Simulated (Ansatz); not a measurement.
## Phonons of TiOs (Pm-3m) against volume

Wanted: mode Grüneisen parameters of TiOs (Pm-3m).

Calculated with Ansatz 0.2.0; DFT PBEsol, scalar-relativistic, plane waves, PAW; PAW set soft_1.

Most raw output is cut from this account.

### Step 1. Starting point

The structure is cubic, space group Pm-3m (No. 221). Conventional cell: a = 3.062 Å, b = 3.062 Å, c = 3.062 Å, α = 90.00°, β = 90.00°, γ = 90.00°. Nearest to Ti lie 8 Os at 2.65 Å. Nearest to Os lie 8 Ti at 2.65 Å. Farther neighbours are not listed.

### Step 2. Response at finite wavevector

The cell comes from relaxations at this level that are not shown. Stability and thermal properties need the whole zone. Linear response on a 4×4×4 q mesh gives force constants as far as a supercell of that size would.

Input file input.yaml:

```yaml
crystal:
  lattice:
    - [3.0617155614, 0.0, 0.0]
    - [0.0, 3.0617155614, 0.0]
    - [0.0, 0.0, 3.0617155614]
  atoms:
    - { symbol: Ti, position: [0.5, 0.5, 0.5] }
    - { symbol: Os, position: [0.0, 0.0, 0.0] }
kpoints:
  mp_grid: { grid: [16, 16, 16] }
hamiltonian:
  xc: pbesol
  pseudopotentials: { kind: paw, azcp: { folder: soft_1 }, xc_functional: pbe }
scf:
  occupations: { method: methfessel_paxton, width: 0.2 }
output:
  eigenvalues: true
phonons:
  method: dfpt
  qmesh: [4, 4, 4]
  temperatures: { t_max: 1000, t_step: 50 }
  qpath:
    path:
      - [[0.0, 0.0, 0.0], [0.0, 0.5, 0.0], [0.5, 0.5, 0.0], [0.0, 0.0, 0.0], [0.5, 0.5, 0.5], [0.0, 0.5, 0.0]]
      - [[0.5, 0.5, 0.5], [0.5, 0.5, 0.0]]
    npoints: 10
```

Started as:

```console
$ ansatz run input.yaml --threads 4 --pin off --max-ram 10240MiB --backend cpu --events-out ev --progress --plain --runs-dir out
```

It took 8.3 min on 4 threads of Arm Neoverse V2, shared host; peak memory 3.1 GiB; 32 min of CPU time.

This step gave:

```
volume per atom                                            : 14.35 Å³
gap on the k-mesh                                          : 0 eV
sum-rule residual before enforcement                       : 3.70e-5 eV/Å²
lowest frequency on the path                               : 0 cm⁻¹
point group                                                : m-3m
highest frequency on the path or at a solved wavevector    : 400.6 cm⁻¹
mean frequency                                             : 212.6 cm⁻¹
Debye temperature (second moment)                          : 421 K
logarithmic mean frequency                                 : 197.3 cm⁻¹
highest optical mode at the zone centre (no LO-TO term)    : 233.8 cm⁻¹
lowest optical zone-centre mode                            : 233.8 cm⁻¹
lowest mode on the q mesh (acoustic modes at Γ apart)      : 82.17 cm⁻¹
zero-point energy per atom                                 : 39.54 meV
heat capacity at 300 K                                     : 22.68 J/(mol atoms K)
vibrational entropy at 300 K                               : 27.50 J/(mol atoms K)
edges of the widest gap between branches, on path and mesh : 183.4, 205.1 cm⁻¹
```

Frequencies (cm⁻¹) solved at each irreducible wavevector; negative means imaginary. Frequencies by wavevector, by row:

```csv
q in reciprocal lattice units,star,mode 1,mode 2,mode 3,mode 4,mode 5,mode 6
0 0 0,1,0,0,0,233.8,233.8,233.8
0 0 0.25,6,82.2,82.2,133.2,228,228,333.9
0 0 -0.5,3,139.8,139.8,177.1,205.1,205.1,400.6
0 0.25 0.25,12,108.8,112.7,159.5,222.7,277.6,321.7
0 0.25 -0.5,12,139.9,152.8,163,217.1,268.5,355
0 -0.5 -0.5,3,141.3,161.2,161.2,224.9,313.9,313.9
0.25 0.25 0.25,8,135.5,135.5,163.7,276.9,276.9,306
0.25 0.25 -0.5,12,155,164.2,165.3,267.7,274.6,328.3
0.25 -0.5 -0.5,6,170.2,170.2,171,275.8,312.8,312.8
-0.5 -0.5 -0.5,1,183.4,183.4,183.4,302.6,302.6,302.6
```

Symmetry leaves 10 wavevectors to solve. The lowest mode among them, the acoustic zeros apart, lies at q = (0, 0, 0.25) and is real, 82.2 cm⁻¹.

### Step 3. Relaxing at another volume, volume ratio 0.97

The volume is scaled by 0.97 and held; symmetry leaves nothing to relax, so this is a single point. The modes can then be followed against volume.

input.yaml, the sections that differ from step 2:

```yaml
crystal:
  lattice:
    - [3.030787027, 0.0, 0.0]
    - [0.0, 3.030787027, 0.0]
    - [0.0, 0.0, 3.030787027]
  atoms:
    - { symbol: Ti, position: [0.5, 0.5, 0.5] }
    - { symbol: Os, position: [0.0, 0.0, 0.0] }
output:
  forces: true
  stress: true
  eigenvalues: true
# kpoints, hamiltonian, scf: as in step 2
# phonons: removed
```

The job ended after 1.4 s (4 threads; peak memory 0.37 GiB; 4.7 s of CPU time).

This step gave:

* pressure: 8.664 GPa
* volume per atom: 13.92 Å³

The run ends at a pressure of 8.66 GPa.

### Step 4. Phonons at the other volume, volume ratio 0.97

The phonons are repeated at this volume on the same k and q meshes.

input.yaml, the sections that differ from step 3:

```yaml
output:
  eigenvalues: true
phonons:
  method: dfpt
  qmesh: [4, 4, 4]
  temperatures: { t_max: 1000, t_step: 50 }
  qpath:
    path:
      - [[0.0, 0.0, 0.0], [0.0, 0.5, 0.0], [0.5, 0.5, 0.0], [0.0, 0.0, 0.0], [0.5, 0.5, 0.5], [0.0, 0.5, 0.0]]
      - [[0.5, 0.5, 0.5], [0.5, 0.5, 0.0]]
    npoints: 10
# crystal, kpoints, hamiltonian, scf: as in step 3
```

Wall time 7.9 min (4 threads); peak memory 3.1 GiB; 30 min of CPU time.

This step gave:

```yaml
sum_rule_residual_before_enforcement: 6.03e-5 eV/Å²
highest_frequency_on_the_path_or_at_a_solved_wavevector: 415.1 cm⁻¹
mean_frequency: 223.8 cm⁻¹
debye_temperature_second_moment: 443 K
logarithmic_mean_frequency: 207.5 cm⁻¹
highest_optical_mode_at_the_zone_centre_no_lo_to_term: 251.2 cm⁻¹
lowest_optical_zone_centre_mode: 251.2 cm⁻¹
lowest_mode_on_the_q_mesh_acoustic_modes_at_gamma_apart: 85.88 cm⁻¹
zero_point_energy_per_atom: 41.61 meV
heat_capacity_at_300_k: 22.46 J/(mol atoms K)
vibrational_entropy_at_300_k: 26.36 J/(mol atoms K)
edges_of_the_widest_gap_between_branches_on_path_and_mesh: 193.1, 216.9 cm⁻¹
```

Frequencies (cm⁻¹) solved at each irreducible wavevector; negative means imaginary. Frequencies by wavevector, by row:

```csv
q in reciprocal lattice units,star,mode 1,mode 2,mode 3,mode 4,mode 5,mode 6
0 0 0,1,0,0,0,251.2,251.2,251.2
0 0 0.25,6,85.9,85.9,140.4,243.6,243.6,346.4
0 0 -0.5,3,146.7,146.7,186.5,216.9,216.9,415.1
0 0.25 0.25,12,114,116.9,167.9,237.6,295.7,333.8
0 0.25 -0.5,12,147.1,160.2,170,230.7,284.8,371.1
0 -0.5 -0.5,3,148.8,168,168,240.2,332.8,332.8
0.25 0.25 0.25,8,141.6,141.6,172.2,293.5,293.5,319.9
0.25 0.25 -0.5,12,162.6,171.4,173.9,281,292.1,345.1
0.25 -0.5 -0.5,6,178.3,178.3,179.9,290.5,330.1,330.1
-0.5 -0.5 -0.5,1,193.1,193.1,193.1,317.9,317.9,317.9
```

The highest optical mode at the zone centre (no LO-TO term) is 251.2 cm⁻¹, +17.4 cm⁻¹ against the base run.

### Step 5. Relaxing at another volume, volume ratio 1.03

The volume is scaled by 1.03 and held; symmetry leaves nothing to relax, so this is a single point. The modes can then be followed against volume.

input.yaml, the sections that differ from step 4:

```yaml
crystal:
  lattice:
    - [3.0920315484, 0.0, 0.0]
    - [0.0, 3.0920315484, 0.0]
    - [0.0, 0.0, 3.0920315484]
  atoms:
    - { symbol: Ti, position: [0.5, 0.5, 0.5] }
    - { symbol: Os, position: [0.0, 0.0, 0.0] }
output:
  forces: true
  stress: true
  eigenvalues: true
  write_density: true
  write_potential: true
  elf: true
  volumetric_format: npy
# kpoints, hamiltonian, scf: as in step 4
# phonons: removed
```

It took 1.9 s on 4 threads; peak memory 0.37 GiB.

This step gave:

- pressure: -7.389 GPa
- volume per atom: 14.78 Å³

The run ends at a pressure of -7.39 GPa.

### Step 6. Phonons at the other volume, volume ratio 1.03

input.yaml, the sections that differ from step 5:

```yaml
output:
  eigenvalues: true
phonons:
  method: dfpt
  qmesh: [4, 4, 4]
  temperatures: { t_max: 1000, t_step: 50 }
  qpath:
    path:
      - [[0.0, 0.0, 0.0], [0.0, 0.5, 0.0], [0.5, 0.5, 0.0], [0.0, 0.0, 0.0], [0.5, 0.5, 0.5], [0.0, 0.5, 0.0]]
      - [[0.5, 0.5, 0.5], [0.5, 0.5, 0.0]]
    npoints: 10
# crystal, kpoints, hamiltonian, scf: as in step 5
```

Wall time 8.4 min (4 threads); peak memory 3.2 GiB.

This step gave:

* sum-rule residual before enforcement: 9.05e-5 eV/Å²
* highest frequency on the path or at a solved wavevector: 386.7 cm⁻¹
* mean frequency: 201.8 cm⁻¹
* Debye temperature (second moment): 399 K
* logarithmic mean frequency: 187.4 cm⁻¹
* highest optical mode at the zone centre (no LO-TO term): 216.8 cm⁻¹
* lowest optical zone-centre mode: 216.8 cm⁻¹
* lowest mode on the q mesh (acoustic modes at Γ apart): 78.57 cm⁻¹
* zero-point energy per atom: 37.53 meV
* heat capacity at 300 K: 22.89 J/(mol atoms K)
* vibrational entropy at 300 K: 28.67 J/(mol atoms K)
* edges of the widest gap between branches, on path and mesh: 174, 193.5 cm⁻¹

The highest optical mode at the zone centre (no LO-TO term) is 216.8 cm⁻¹, -17.1 cm⁻¹ against the base run.

### Step 7. Grüneisen parameters

The Grüneisen parameter of a mode is minus the logarithmic change of its frequency with volume, −d ln ω / d ln V; weighted by heat capacity it gives the expansion.

Numbers from this step:

```
bulk modulus : 267.5 GPa
```

Phonon branches along the path, in cm⁻¹:

```csv
point,branch 1,branch 2,branch 3,branch 4,branch 5,branch 6
Γ,0,0,0,234,234,234
halfway,82,82,133,228,228,334
X,140,140,177,205,205,401
halfway,140,153,163,217,268,355
M,141,161,161,225,314,314
halfway,109,113,160,223,278,322
Γ,0,0,0,234,234,234
halfway,136,136,164,277,277,306
R,183,183,183,303,303,303
halfway,155,164,165,268,275,328
X,140,140,177,205,205,401
jump to R,183,183,183,303,303,303
halfway,170,170,171,276,313,313
M,141,161,161,225,314,314
```

The same for volume x 0.97:

```csv
point,branch 1,branch 2,branch 3,branch 4,branch 5,branch 6
Γ,0,0,0,251,251,251
X,147,147,186,217,217,415
M,149,168,168,240,333,333
Γ,0,0,0,251,251,251
R,193,193,193,318,318,318
X,147,147,186,217,217,415
R,193,193,193,318,318,318
M,149,168,168,240,333,333
```

The same for volume x 1.03:

```csv
point,branch 1,branch 2,branch 3,branch 4,branch 5,branch 6
Γ,0,0,0,217,217,217
X,133,133,168,194,194,387
M,134,154,154,210,296,296
Γ,0,0,0,217,217,217
R,174,174,174,288,288,288
X,133,133,168,194,194,387
R,174,174,174,288,288,288
M,134,154,154,210,296,296
```

Mode Grueneisen parameter -dln(w)/dln(V), modes matched by rank; at Γ the acoustic branches take the value of a neighbouring point of the path. Mode grüneisen parameters along the path, in :

```csv
point,branch 1,branch 2,branch 3,branch 4,branch 5,branch 6
Γ,1.57,1.57,1.39,2.45,2.45,2.45
halfway,1.48,1.48,1.75,2.26,2.26,1.21
X,1.61,1.61,1.71,1.90,1.90,1.18
halfway,1.68,1.60,1.40,2.07,1.98,1.48
M,1.73,1.40,1.40,2.24,1.96,1.96
halfway,1.56,1.23,1.73,2.21,2.14,1.23
Γ,1.56,0.61,1.80,2.45,2.45,2.45
halfway,1.49,1.49,1.72,1.96,1.96,1.47
R,1.74,1.74,1.74,1.65,1.65,1.65
halfway,1.61,1.45,1.68,1.63,2.07,1.66
X,1.61,1.61,1.71,1.90,1.90,1.18
jump to R,1.74,1.74,1.74,1.65,1.65,1.65
halfway,1.56,1.56,1.69,1.73,1.81,1.81
M,1.73,1.40,1.40,2.24,1.96,1.96
```

(dS/dlnV)/C_V. The thermodynamic Grueneisen parameter by temperature:

```csv
temperature (K),thermodynamic Grueneisen parameter
50,1.57
100,1.66
150,1.68
200,1.69
250,1.69
300,1.69
350,1.69
400,1.69
450,1.69
500,1.69
550,1.69
600,1.69
650,1.69
700,1.69
750,1.69
800,1.70
850,1.70
900,1.69
950,1.70
1000,1.70
```

Gamma C_V/(B V) at the static volume. Volume expansion against temperature:

```csv
temperature (K),volume expansion (1e-6/K)
50,2.77
100,9.06
150,12.8
200,14.8
250,15.9
300,16.6
350,17.0
400,17.3
450,17.5
500,17.6
550,17.8
600,17.8
650,17.9
700,17.9
750,18
800,18.0
850,18.1
900,18.1
950,18.1
1000,18.1
```

### Step 8. Outcome

```yaml
bulk_modulus: 268 GPa
thermodynamic_grueneisen_parameter_at_300_k: 1.692
volume_expansion_at_300_k_estimated: 16.6 × 10⁻⁶ K⁻¹
```

In words: By this estimate the volume grows by 16.6 × 10⁻⁶ per kelvin at 300 K. The highest optical mode at Γ goes from 251 to 217 cm⁻¹ as the cell grows, a Grüneisen parameter of 2.46. Mode parameters on the path run from 0.61 to 2.5, with a median of 1.7. Branches are matched by rank, so values near crossings are rough. The expansion is the Grüneisen estimate at the static volume, with the static bulk modulus. With no gap, or one that is small against the smearing, the frequencies hang on the k mesh and the smearing, most of all near Kohn anomalies. Spin-orbit coupling is left out, which can matter for the heavy elements here. The PAW files were made for PBE and serve the other functionals too.

[Logs are printed without paths, hosts, clocks, repeated set-up lines and the standing remarks that a program may print on its own settings, such as how far it seeks lower states.]

[Hosts, paths, dates, database ids (printed as entryN), source tags and the programs' standing remarks are cut or masked in the printed files.]
